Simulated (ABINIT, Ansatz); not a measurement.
# A GW run on WSe2 (P6_3/mmc) in ABINIT, with inputs changed

What do changed inputs do to GW on WSe2 (P6_3/mmc)?

Main program and level: ABINIT 10.8.3; PBE and many-body steps on it, plane waves.

Report form: the programs' logs are mostly left out.

The database entry behind the starting cell differs from later determinations by our own check (a about 0.2 % long), so it need not match the best structure at ambient conditions.

## (1) The structure

Symmetry: P6_3/mmc, No. 194, hexagonal system. Conventional cell: a = 3.290 Å, b = 3.290 Å, c = 12.970 Å, α = 90.00°, β = 90.00°, γ = 120.00°. Nearest to W lie 6 Se at 2.53 Å. Se has 3 W at 2.53 Å nearest. Farther neighbours and most contacts between anions are not listed.

Structure file:

```cif
data_structure
_symmetry_space_group_name_H-M 'P6_3/mmc'
_symmetry_Int_Tables_number 194
_cell_length_a 3.2900
_cell_length_b 3.2900
_cell_length_c 12.9700
_cell_angle_alpha 90.000
_cell_angle_beta 90.000
_cell_angle_gamma 120.000
_cell_volume 121.58
loop_
_atom_site_label
_atom_site_type_symbol
_atom_site_symmetry_multiplicity
_atom_site_Wyckoff_symbol
_atom_site_fract_x
_atom_site_fract_y
_atom_site_fract_z
_atom_site_occupancy
W1 W 2 c 0.33333 0.66667 0.25000 1
Se1 Se 4 f 0.33333 0.66667 0.62100 1
```

The cell and positions come from the Crystallography Open Database and are kept as given unless a step says otherwise. Spin-orbit coupling is left out unless a step names it.

## (2) Screening, 6×6×1 mesh, 210 bands, screening to 141.5 eV

This step: ABINIT 10.8.3; RPA screening on PBE, plane waves, norm-conserving pseudopotentials.

The RPA dielectric matrix is built and inverted for each q.

Contents of run.abi:

```
acell 3*1.0 Angstrom
rprim 
  3.290000000028 -0.000000000007 0.000000000000
  -1.645000000008 2.849223578479 0.000000000000
  0.000000000000 0.000000000000 12.970000000000
ntypat 2
znucl 74 34
natom 6
typat 1 1 2 2 2 2
xred 
  0.333333333333 0.666666666667 0.250000000000
  0.666666666667 0.333333333333 0.750000000000
  0.333333333333 0.666666666667 0.621000000000
  0.666666666667 0.333333333333 0.121000000000
  0.333333333333 0.666666666667 0.879000000000
  0.666666666667 0.333333333333 0.379000000000
pp_dirpath "pseudos"
pseudos "W.upf, Se.upf"
ecut 58
ngkpt 6 6 1
nshiftk 1
shiftk 0 0 0
kptopt 1
chksymbreak 0
istwfk *1
occopt 1
irdwfk 1
optdriver 3
nband 210
ecuteps 5.2
inclvkb 2
awtr 1
symchi 1
indata_prefix "in"
outdata_prefix "out"
tmpdata_prefix "tmp"
```

Started as:

```sh
$ OMP_NUM_THREADS=1 mpirun -n 16 abinit run.abi > log
```

The job ended after 3.3 min (16 MPI ranks of Arm Neoverse V2, shared host; peak memory 15 GiB; 52 min of CPU time).

Numbers from this step:

```yaml
eps_infinity_with_local_fields_on_this_mesh_along_the_program_s_q_direction: 14.96
the_same_without_local_fields: 16.59
plasma_frequency: 37.50 eV
plane_waves_in_the_screening_matrix: 463
```

Local fields lower ε∞ by 10 %. On a Γ-centred mesh this coarse the value itself is usually too large, while a short band sum pulls it down.

## (3) Base

The self-energy is evaluated for the states that the input lists, and the levels follow from it, in one-shot runs by the linearised quasiparticle equation.

This step: G0W0 on PBE, plane waves, norm-conserving pseudopotentials.

Edit run.abi of step 2 so:

```diff
@@ -27,8 +27,19 @@
 irdwfk 1
-optdriver 3
+optdriver 4
 nband 210
+gwcalctyp 0
+ecutsigx 58
+symsigma 1
+nkptgw 3
+kptgw 
+  0.0000000000 0.0000000000 0.0000000000
+  0.1666666667 0.1666666667 0.0000000000
+  0.3333333333 0.3333333333 0.0000000000
+bdgw 
+  61 64
+  61 64
+  61 64
 ecuteps 5.2
-inclvkb 2
-awtr 1
-symchi 1
+irdscr 1
+ppmodel 1
 indata_prefix "in"
```

Elapsed: 29 s, on 16 MPI ranks; peak memory 8.2 GiB; 7.6 min of CPU time.

This step gave:

- G0W0 gap on the points computed: 1.211 eV
- starting gap on the mesh: 0.9782 eV
- k of the valence top: 0, 0, 0
- k of the conduction bottom: 0.1667, 0.1667, 0
- Z at the valence top: 0.797
- Z at the conduction bottom: 0.805
- least direct G0W0 gap on the computed points: 2.034 eV

The gap on the mesh goes from 0.98 eV to 1.21 eV, a correction of +0.23 eV.

## (4) No symmetry in the self-energy

Edit run.abi of step 3 so:

```diff
@@ -31,3 +31,3 @@
 ecutsigx 58
-symsigma 1
+symsigma 0
 nkptgw 3
```

Wall time 69 s (16 MPI ranks); peak memory 8.2 GiB; 18 min of CPU time.

This step gave:

| Quantity | Value |
| --- | --- |
| G0W0 gap on the points computed | 1.211 eV |
| starting gap on the mesh | 0.9782 eV |
| k of the valence top | 0, 0, 0 |
| k of the conduction bottom | 0.1667, 0.1667, 0 |
| Z at the valence top | 0.797 |
| Z at the conduction bottom | 0.805 |
| least direct G0W0 gap on the computed points | 2.034 eV |

Against G0W0 in ABINIT (6×6×1 mesh, 210 bands, screening to 141.5 eV, Godby-Needs plasmon pole), the gap moves by +0.000 eV.

## (5) A keyword of another program

Edit run.abi of step 4 so:

```diff
@@ -31,3 +31,3 @@
 ecutsigx 58
-symsigma 0
+symsigma 1
 nkptgw 3
@@ -44,2 +44,3 @@
 ppmodel 1
+ENCUTGW 100
 indata_prefix "in"
```

Run time: 0.74 s. Hardware: 16 MPI ranks; peak memory 0.05 GiB.

The run stopped with an error after 0.74 s.

The program's words: Found token: `ENCUTGW` in the input file. This name is not one of the registered input variable names (see Action: check your input file. Perhaps you mistyped the input variable, or specified "img", although this was not permitted for this input variable.

The fault put into this input: a keyword of another program.

## (6) Side by side

Times are wall times on 16 MPI ranks of Arm Neoverse V2, shared host, good to a factor of about two. A run's time includes the screening step that it read.

```tsv
run	mesh	bands	screening cutoff (eV)	DFT gap (eV)	gap on the mesh (eV)	direct (eV)	ε∞ used	time
base	6×6×1	210	141.5	0.978	1.211	2.034	14.96	3.7 min
no symmetry in the self-energy	6×6×1	210	141.5	0.978	1.211	2.034	14.96	4.4 min
```

## (7) Summary of results

```
base                           : 1.211 eV
no symmetry in the self-energy : 1.211 eV
known limits                   : not at the basis limit; no spin-orbit coupling; coarse k mesh
```

No symmetry in the self-energy: no change against base (keys changed: symsigma). Bands and cutoff are finite, so the gap is not at the basis limit. The miss can reach some tenths of an eV and take either sign; the mesh is an error of its own. In the G0W0 runs levels were corrected at 3 k points alone, so a gap called «on the mesh» is the least over those, and an edge elsewhere would be missed. The 6×6×1 mesh is coarse for this cell, which bears on the long-range parts of exchange and screening. The many-body steps are scalar-relativistic: spin-orbit coupling is not in them.

[Paths, hosts, dates, memory and timing lines, banners, echoed tables and standing remarks are left out of the program output.]

[Logs are printed without paths, hosts, clocks, repeated set-up lines and the standing remarks that a program may print on its own settings, such as how far it seeks lower states.]

[Runs of the session that timed out or met a known fault of the program may be left out.]

[Hosts, paths, dates, database ids (printed as entryN), source tags and the programs' standing remarks are cut or masked in the printed files.]

[G0W0 gaps are taken among the corrected bands and points alone; a level outside them can change the order at an edge.]

[Where Ansatz stands beside ABINIT at settings called matched, ABINIT's density can come from a denser mesh and the files from another edition; pairs whose starting gaps differed by over 0.03 eV were left out, so agreement reads better than it is.]
